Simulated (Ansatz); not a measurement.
# HfTeS monolayer, Janus under uniaxial strain along the armchair direction, normal to a, with the width clamped

Aim: how do the optical modes of HfTeS monolayer, Janus shift and split under this strain?

Method: DFT PBEsol, scalar-relativistic, plane waves, PAW; PAW set soft_1, in Ansatz 0.2.0.

## Step 1: The starting structure

The cell holds 3 atoms: 1 Hf, 1 S and 1 Te. Its edges and angles: a = 3.720 Å, b = 3.720 Å, c = 30.000 Å, α = 90.0°, β = 90.0°, γ = 120.0°. Vacuum lies along c. The height across the vacuum is the one that the program set for its solve, not the one typed.

## Step 2: A rough relaxation first

The start is far from rest, so a relaxation with loose tolerances brings it close first. The program lengthens the typed cell of 20.0 Å along the normal to 30.0 Å, as its cut-off of the electrostatics needs, and moves no atom.

The input, input.yaml:

```yaml
crystal:
  lattice:
    - [3.72, 0.0, 0.0]
    - [-1.86, 3.22161, 0.0]
    - [0.0, 0.0, 20.0]
  atoms:
    - { symbol: Hf, position: [0.0, 0.0, 0.5] }
    - { symbol: S, position: [0.333333, 0.666667, 0.575] }
    - { symbol: Te, position: [0.666667, 0.333333, 0.42] }
  periodic: [true, true, false]
kpoints:
  mp_grid: { grid: [6, 6, 1] }
hamiltonian:
  xc: pbesol
  pseudopotentials: { kind: paw, azcp: { folder: soft_1 }, xc_functional: pbe }
scf:
  occupations: { method: gaussian, width: 0.1 }
output:
  forces: true
  stress: true
  eigenvalues: true
relax:
  adjacent_minimum: "off"
  f_tol: 0.05
  max_steps: 80
  cell: { stress_2d_tol: 0.02 }
```

Run with:

```
$ ansatz run input.yaml --threads 8 --pin off --max-ram 16384MiB --backend cpu --events-out ev --progress --plain --runs-dir out
```

Numbers of over 12 decimals in the logs are rounded to 6 here.

Output:

```text
[...]
F+E_penalty+E_count = -23388.79051306 eV   max|allowed force component| = 8.570e-3 eV/Å   (the final SCF, on the basis selected at the relaxed cell)
  cell:  # Å, volume = 360.3018 Å³
    - [3.723980, 2.9474798327810823e-19, 0]
    - [-1.861990, 3.225061, 0]
    - [0, 0, 30.0]
  atoms:
    - { symbol: Hf, position: [0, 0, 0.338983] }
    - { symbol: S, position: [0.333333, 0.666667, 0.382494] }
    - { symbol: Te, position: [0.666667, 0.333333, 0.275189] }
[key lines of the parts left out:]
SCF converged after 9 iterations
Free energy (F): -23388.790513 eV
Fermi energy:    -4.726010 eV
P = ½ c Tr σ = 0.0169 N/m
```

Wall time 9.6 s (8 threads of Arm Neoverse V1, shared host); peak memory 0.84 GiB.

Relaxation path:

```
step  energy less that of the first step (eV)  largest force component (eV/Å)  volume (Å³)
   1                                   0.0000                          4.2846       359.53
   2                                  -0.5875                          0.6062       362.22
   3                                  -0.6005                          0.0274       362.91
   4                                  -0.6014                          0.0221       360.70
   5                                  -0.6015                          0.0086       360.30
  6*                                  -0.6015                          0.0086       360.30
```

Relaxation steps marked * repeat the geometry before them on a plane-wave basis chosen anew for their cell, so energy and pressure can jump there.

The run keeps the 6 symmetry operations that it works with, so distortions that break them were not tested.

```
cell as run  before  after  change
      a (Å)   3.720  3.724  +0.1 %
      b (Å)   3.720  3.724  +0.1 %
```

The atoms that moved most (Å, along periodic axes as changes of fractional coordinates times the final cell, across vacuum about the mean position):

```
atom     dx     dy      dz  length
 Hf1  0.000  0.000   0.170   0.170
 Te3  0.000  0.000  -0.144   0.144
  S2  0.000  0.000  -0.025   0.025
```

Final coordinates:

```xyz
3
Lattice="3.7240 0.0000 0.0000 -1.8620 3.2251 0.0000 0.0000 0.0000 30.0000" Properties=species:S:1:pos:R:3
Hf    0.0000    0.0000   10.1695
S     0.0000    2.1500   11.4748
Te    1.8620    1.0750    8.2557
```

Numbers from this step:

```yaml
gap_on_the_k_mesh: 0 eV
area_per_atom: 4.003 Å²
```

The relaxation ends with a largest force component of 0.0086 eV/Å.

## Step 3: Relaxation

Harmonic phonons are second derivatives at a point where the forces vanish, and they are wanted at zero stress, so atoms and cell are relaxed first.

The input, input.yaml:

```yaml
crystal:
  lattice:
    - [3.7239796814, 0.0, 0.0]
    - [-1.8619898407, 3.2250610073, 0.0]
    - [0.0, 0.0, 30.0]
  atoms:
    - { symbol: Hf, position: [0.0, 0.0, 0.3389833639] }
    - { symbol: S, position: [0.3333333333, 0.6666666667, 0.3824940949] }
    - { symbol: Te, position: [0.6666666667, 0.3333333333, 0.2751892078] }
  periodic: [true, true, false]
kpoints:
  mp_grid: { grid: [15, 15, 1] }
hamiltonian:
  xc: pbesol
  pseudopotentials: { kind: paw, azcp: { folder: soft_1 }, xc_functional: pbe }
scf:
  occupations: { method: gaussian, width: 0.1 }
output:
  forces: true
  stress: true
  eigenvalues: true
  write_density: true
  write_potential: true
  elf: true
  volumetric_format: npy
relax:
  adjacent_minimum: "off"
  f_tol: 0.005
  max_steps: 80
  cell: { stress_2d_tol: 0.02 }
```

Output:

```text
[...]
Crystal: 3 atoms, lattice volume = 360.302 Å³
Basis set: ecut = 420 eV, 7085 PW (Γ), exchange–correlation on 50×50×432 points (8 copies of the dense FFT grid, shifted against one another)
Bands: 29, of which v1, the nominal top of the filled ones, is band 24 counted from 1 (23 counted from 0)
Symmetry: 6 space group operations
[...]
k-points: 27 of 225 (time reversal used)
[...]
SCF iter   1: F=—  HF=-23389.322741 eV  |F-HF|=—  |Δ(HF+E_count)|=         —  Δρ=1.76e-2  dr2=1.72e0  ethr=3.10e-3  ⟨swp⟩=13.9  Hψ=5507  notcnv=0
[...]
SCF iter  11: F=-23388.807266 eV  HF=-23388.807266 eV  |F-HF|=4.07e-9  |Δ(HF+E_count)|=   2.36e-8  Δρ=2.22e-7  dr2=1.44e-10  ethr=4.67e-12  ⟨swp⟩=10.4  Hψ=6452  notcnv=0
SCF 1 converged in 11 iterations: F = -23388.807266 eV  dr2 = 1.44e-10
[...]
relax step   1: F+E_penalty+E_count = -23388.80726557 eV  Δ(F+E_penalty+E_count) = +0.000e0 eV  max|allowed force component| = 4.191e-2 eV/Å  Δτ_max = 0.0000 Å  P = +0.110 N/m  Ω = 360.302 Å³  fix = [c, alpha, beta]  reactions: c +0.000 N/m  (11 SCF iters, dr2 threshold 1.00e-7 eV, accepted)
Crystal: 3 atoms, lattice volume = 361.568 Å³
[...]
SCF iter   5: F=-23388.807333 eV  HF=-23388.807333 eV  |F-HF|=2.50e-8  |Δ(HF+E_count)|=   1.18e-8  Δρ=3.21e-6  dr2=9.12e-8  ethr=2.29e-10  ⟨swp⟩=18.8  Hψ=9468  notcnv=0
SCF 2 converged in 5 iterations: F = -23388.807333 eV  dr2 = 9.12e-8
relax step   2: F+E_penalty+E_count = -23388.80733317 eV  Δ(F+E_penalty+E_count) = -6.760e-5 eV  max|allowed force component| = 6.212e-2 eV/Å  Δτ_max = 0.0108 Å  P = +0.144 N/m  Ω = 361.568 Å³  energy of the carried Pulay correction = -6.714e-5 eV  fix = [c, alpha, beta]  reactions: c +0.000 N/m  (5 SCF iters, dr2 threshold 1.10e-7 eV, accepted)
Crystal: 3 atoms, lattice volume = 361.823 Å³
Basis set: ecut = 420 eV, 7109 PW (Γ), exchange–correlation on 50×50×432 points (8 copies of the dense FFT grid, shifted against one another)
[...]
SCF iter   4: F=-23388.807533 eV  HF=-23388.807533 eV  |F-HF|=6.39e-8  |Δ(HF+E_count)|=   1.60e-6  Δρ=5.17e-6  dr2=1.75e-7  ethr=5.02e-10  ⟨swp⟩=19.9  Hψ=10034  notcnv=0
SCF 3 converged in 4 iterations: F = -23388.807533 eV  dr2 = 1.75e-7
relax step   3: F+E_penalty+E_count = -23388.80753337 eV  Δ(F+E_penalty+E_count) = -2.002e-4 eV  max|allowed force component| = 2.174e-2 eV/Å  Δτ_max = 0.0041 Å  P = +0.010 N/m  Ω = 361.823 Å³  energy of the carried Pulay correction = -8.063e-5 eV  fix = [c, alpha, beta]  reactions: c +0.000 N/m  (4 SCF iters, dr2 threshold 2.41e-7 eV, accepted)
[...]
relax step   4: F+E_penalty+E_count = -23388.80754747 eV  Δ(F+E_penalty+E_count) = -1.410e-5 eV  max|allowed force component| = 9.011e-4 eV/Å  Δτ_max = 0.0015 Å  P = +0.006 N/m  Ω = 362.015 Å³  energy of the carried Pulay correction = -9.078e-5 eV  fix = [c, alpha, beta]  reactions: c +0.000 N/m  (5 SCF iters, dr2 threshold 2.95e-8 eV, accepted)
[...]
SCF iter   9: F=-23388.807645 eV  HF=-23388.807645 eV  |F-HF|=4.73e-11  |Δ(HF+E_count)|=   4.30e-9  Δρ=1.08e-8  dr2=3.88e-13  ethr=1.00e-12  ⟨swp⟩=7.7  Hψ=4590  notcnv=0
SCF 5 converged in 9 iterations: F = -23388.807645 eV  dr2 = 3.88e-13
relax step   5: F+E_penalty+E_count = -23388.80764451 eV  Δ(F+E_penalty+E_count) = -9.704e-5 eV  max|allowed force component| = 9.554e-4 eV/Å  Δτ_max = 0.0000 Å  P = +0.006 N/m  Ω = 362.015 Å³  fix = [c, alpha, beta]  reactions: c +0.000 N/m  stress off target by 6.32e-3 N/m on what of the cell is left free  SCF on the basis re-selected at this cell (its energy is not comparable with the rows above)  (9 SCF iters)
[...]
WARN: The output density's exchange-correlation potential varies sharply where the density is thin. Do not read a vacuum level from v_tot or v_xc, or from such a field of the output density. On a cell that repeats whose density bears no net charge and no dipole along the vacuum's axis use v_es (v_loc + v_h of the components); under efield.dipole_correction with no amplitude use v_es + v_field, which holds any externa [...]
SCF converged after 9 iterations
Free energy (F): -23388.807645 eV
[...]
Internal energy: -23388.802933 eV  (E = F + TS)
E sigma→0 (E₀):  -23388.805289 eV
Entropy (-TS):   -0.004711 eV (-1.570 meV/atom)
Fermi energy:    -4.720472 eV
[...]
--- Forces (eV/Å), atoms counted from 1 ---
  atom   1  Hf     0.00000000     0.00000000     0.00052431
  atom   2  S      0.00000000    -0.00000000    -0.00095542
  atom   3  Te     0.00000000     0.00000000     0.00043104
  max |Σ_I F_I| component: 7.09e-8 eV/Å
--- 2D stress c σ (N/m, compression-positive) ---
        0.006317      -0.000000      -0.000000
       -0.000000       0.006317      -0.000000
       -0.000000      -0.000000       0.000000
  P = ½ c Tr σ = 0.0063 N/m
--- Band table (eV; the first three rows and the last of 27) ---
  k-point 0: bands = [... 20 lower, -8.4344, -6.9103, -4.4082, -4.4082, -3.9182, -3.9182, -3.2640, -1.3222, ... 1 higher]
  k-point 1: bands = [... 20 lower, -8.4182, -6.8004, -4.9943, -4.7060, -3.8191, -3.6035, -3.0794, -1.1861, ... 1 higher]
  k-point 2: bands = [... 20 lower, -8.3772, -6.6355, -5.9010, -5.1047, -3.9269, -3.1665, -2.8303, -1.2211, ... 1 higher]
  k-point 26: bands = [... 20 lower, -8.9530, -7.7836, -7.6972, -7.2511, -3.1639, -2.9194, -2.6598, -0.6250, ... 1 higher]
--- Relaxed structure (4 steps of the walk, 4 accepted, 1 SCFs on fresh bases) ---
[...]
cell:  # Å, volume = 362.0155 Å³
    - [3.732825, 3.2733621553490255e-19, 0]
    - [-1.866412, 3.232721, 0]
    - [0, 0, 30.0]
  atoms:
    - { symbol: Hf, position: [0, 0, 0.338932] }
    - { symbol: S, position: [0.333333, 0.666667, 0.382305] }
    - { symbol: Te, position: [0.666667, 0.333333, 0.275429] }
```

Wall time 29 s (8 threads); peak memory 1 GiB; 3.7 min of CPU time.

Step by step:

```
step  energy less that of the first step (eV)  largest force component (eV/Å)  volume (Å³)
   1                                   0.0000                          0.0419       360.30
   2                                  -0.0001                          0.0621       361.57
   3                                  -0.0003                          0.0217       361.82
   4                                  -0.0003                          0.0009       362.02
  5*                                  -0.0004                          0.0010       362.02
```

Relaxation steps marked * repeat the geometry before them on a plane-wave basis chosen anew for their cell, so energy and pressure can jump there.

Forces are held to the 6 operations that the run works with; a distortion that breaks them can't arise in this run.

```
cell as run  before  after  change
      a (Å)   3.724  3.733  +0.2 %
      b (Å)   3.724  3.733  +0.2 %
```

The relaxed structure:

```
Hf S Te
1.0
     3.73282    0.00000    0.00000
    -1.86641    3.23272    0.00000
     0.00000    0.00000   30.00000
Hf S Te
1 1 1
Direct
  0.00000 0.00000 0.33893
  0.33333 0.66667 0.38231
  0.66667 0.33333 0.27543
```

This step gave:

* area per atom: 4.022 Å²

Valence density in the ac plane at fractional y = 0.333, with atoms of Te within 0.2 Å of it. It is the smooth field of the valence electrons, not physical close to the nuclei.

Ten steps, logarithmic in the rise over the least value, from '_' (0 e/Å³) to '@' (10 e/Å³), each cell a mean:
```
____________________________
____________________________
____________________________
____________________________
____________________________
____________________________
____________________________
____________________________
____________________________
____________________________
____________________________
____________________________
____________________________
____________________________
::::----::::..__________....
::--------::..............::
::::::::::::--==++**++==----
::......::--==##@@@@@@##++--
____________....::::::::....
____________________________
____________________________
____________________________
____________________________
____________________________
```
Columns run along a (3.7 Å), rows up along c (30.0 Å). Atoms in or near the plane, at fractional coordinates: Te at (0.67, 0.28).

Electrostatic potential energy in the ac plane at fractional y = 0.333, with atoms of Te within 0.2 Å of it. With pseudopotentials it is smooth inside the atoms' cores, unlike the true potential.

Ten even steps from '0' (-15 eV) to '9' (0 eV), each cell a mean:
```
99999999999999
99999999999999
99999999999999
99999999999999
99999999999999
99999999999999
99999999999999
99999999999999
99999999999999
99999999999999
99999999999999
99999999999999
99999999999999
99999999999999
76566789999988
31112467888765
55445533222234
68887300355001
99999887666778
99999999999999
99999999999999
99999999999999
99999999999999
99999999999999
```
Columns run along a (3.7 Å; values clipped at the 3rd and 97th percentile), rows up along c (30.0 Å). Atoms in or near the plane, at fractional coordinates: Te at (0.67, 0.28).

ELF in the ac plane at fractional y = 0.333, with atoms of Te within 0.2 Å of it. It is the smooth field of the valence electrons, not physical close to the nuclei.

Ten even steps from '_' (0.00) to '@' (0.77), each cell a mean:
```
____________________________
____________________________
____________________________
____________________________
____________________________
____________________________
____________________________
____________________________
____________________________
____________________________
____________________________
____________________________
____________________________
::--==----..______________..
%%@@@@@@%%**==..______..::++
----------::::::::::::::::::
==--::::==++****++++++******
##==::--**##**==::....--++##
==..____::**%%@@@@@@@@@@%%##
____________..::------::..__
____________________________
____________________________
____________________________
____________________________
```
Columns run along a (3.7 Å), rows up along c (30.0 Å). Atoms in or near the plane, at fractional coordinates: Te at (0.67, 0.28).

## Step 4: Tight relaxation

Phonons need small forces and stress, so the relaxation is finished with tight tolerances on 15×15×1 k points.

input.yaml, the sections that differ from step 3:

```yaml
crystal:
  lattice:
    - [3.732824829, 0.0, 0.0]
    - [-1.8664124145, 3.2327211298, 0.0]
    - [0.0, 0.0, 30.0]
  atoms:
    - { symbol: Hf, position: [0.0, 0.0, 0.3389322641] }
    - { symbol: S, position: [0.3333333333, 0.6666666667, 0.3823051481] }
    - { symbol: Te, position: [0.6666666667, 0.3333333333, 0.2754292544] }
  periodic: [true, true, false]
scf:
  occupations: { method: methfessel_paxton, width: 0.2 }
relax:
  adjacent_minimum: "off"
  f_tol: 0.001
  max_steps: 60
  cell: { stress_2d_tol: 0.002 }
# kpoints, hamiltonian, output: as in step 3
```

Output:

```text
[...]
Crystal: 3 atoms, lattice volume = 362.015 Å³
Basis set: ecut = 420 eV, 7109 PW (Γ), exchange–correlation on 50×50×432 points (8 copies of the dense FFT grid, shifted against one another)
Bands: 29, of which v1, the nominal top of the filled ones, is band 24 counted from 1 (23 counted from 0)
Symmetry: 6 space group operations
[...]
k-points: 27 of 225 (time reversal used)
[...]
--- Relaxed structure (4 steps of the walk, 4 accepted, 1 SCFs on fresh bases) ---
[...]
cell:  # Å, volume = 362.3206 Å³
    - [3.734398, 0, 0]
    - [-1.867199, 3.234083, 0]
    - [0, 0, 30.0]
  atoms:
    - { symbol: Hf, position: [0, 0, 0.338923] }
    - { symbol: S, position: [0.333333, 0.666667, 0.382268] }
    - { symbol: Te, position: [0.666667, 0.333333, 0.275475] }
[key lines of the parts left out:]
SCF converged after 10 iterations
Free energy (F): -23388.806086 eV
Fermi energy:    -4.714886 eV
P = ½ c Tr σ = 0.0014 N/m
```

Run time: 27 s. Hardware: 8 threads; peak memory 1 GiB.

Little changed from the start: no atom moved by 0.005 Å and no cell edge by 0.1 %.

This step gave:

```yaml
area_per_atom: 4.026 Å²
```

ELF in the ac plane at fractional y = 0.333, with atoms of Te within 0.2 Å of it. It is the smooth field of the valence electrons, not physical close to the nuclei.

Ten even steps from '_' (0.00) to '@' (0.77), each cell a mean:
```
____________________________
____________________________
____________________________
____________________________
____________________________
____________________________
____________________________
____________________________
____________________________
____________________________
____________________________
____________________________
____________________________
::--==----..______________..
%%@@@@@@%%**==..______..::++
----------::::::::::::::::::
==--::::==++****++++++******
##==::--**##**==::....--++##
==..____::**%%@@@@@@@@@@%%##
____________..::------::..__
____________________________
____________________________
____________________________
____________________________
```
Columns run along a (3.7 Å), rows up along c (30.0 Å). Atoms in or near the plane, at fractional coordinates: Te at (0.67, 0.28).

Valence density in the ac plane at fractional y = 0.333, with atoms of Te within 0.2 Å of it. It is the smooth field of the valence electrons, not physical close to the nuclei.

Ten steps, logarithmic in the rise over the least value, from '0' (0 e/Å³) to '9' (10 e/Å³), each cell a mean:
```
00000000000000
00000000000000
00000000000000
00000000000000
00000000000000
00000000000000
00000000000000
00000000000000
00000000000000
00000000000000
00000000000000
00000000000000
00000000000000
00000000000000
22332210000011
23333211111112
22222234565433
21112347999753
00000011222211
00000000000000
00000000000000
00000000000000
00000000000000
00000000000000
```
Columns run along a (3.7 Å), rows up along c (30.0 Å). Atoms in or near the plane, at fractional coordinates: Te at (0.67, 0.28).

Electrostatic potential energy in the ac plane at fractional y = 0.333, with atoms of Te within 0.2 Å of it. With pseudopotentials it is smooth inside the atoms' cores, unlike the true potential.

Values in eV, 24 rows by 14 columns, each cell a mean:
```
  0   0   0   0   0   0   0   0   0   0   0   0   0   0
  0   0   0   0   0   0   0   0   0   0   0   0   0   0
  0   0   0   0   0   0   0   0   0   0   0   0   0   0
  0   0   0   0   0   0   0   0   0   0   0   0   0   0
  0   0   0   0   0   0   0   0   0   0   0   0   0   0
  0   0   0   0   0   0   0   0   0   0   0   0   0   0
  0   0   0   0   0   0   0   0   0   0   0   0   0   0
  0   0   0   0   0   0   0   0   0   0   0   0   0   0
  0   0   0   0   0   0   0   0   0   0   0   0   0   0
  0   0   0   0   0   0   0   0   0   0   0   0   0   0
  0   0   0   0   0   0   0   0   0   0   0   0   0   0
  0   0   0   0   0   0   0   0   0   0   0   0   0   0
  0   0   0   0   0   0   0   0   0   0   0   0   0   0
  0   0   0   0   0   0   0   0   0   0   0   0   0   0
 -4  -5  -6  -6  -5  -3  -2  -1  -1  -1  -1  -1  -2  -2
-10 -12 -13 -12 -10  -8  -5  -4  -3  -2  -3  -3  -5  -6
 -7  -7  -8  -7  -7  -7  -9 -10 -11 -10 -11 -10 -10  -8
 -6  -3  -2  -2  -4 -10 -14 -15  -9  -6  -7 -14 -14 -13
 -1  -1   0  -1  -1  -1  -3  -4  -5  -6  -5  -4  -3  -2
  0   0   0   0   0   0   0   0   0   0   0   0   0   0
  0   0   0   0   0   0   0   0   0   0   0   0   0   0
  0   0   0   0   0   0   0   0   0   0   0   0   0   0
  0   0   0   0   0   0   0   0   0   0   0   0   0   0
  0   0   0   0   0   0   0   0   0   0   0   0   0   0
```
Columns run along a (3.7 Å; values clipped at the 3rd and 97th percentile), rows up along c (30.0 Å). Atoms in or near the plane, at fractional coordinates: Te at (0.67, 0.28).

The largest force component left is 0.42 meV/Å, within the tolerances set.

(Part 1 of 3 ends here.)

[Logs are printed without paths, hosts, clocks, repeated set-up lines and the standing remarks that a program may print on its own settings, such as how far it seeks lower states.]

[Hosts, paths, dates, database ids (printed as entryN), source tags and the programs' standing remarks are cut or masked in the printed files.]
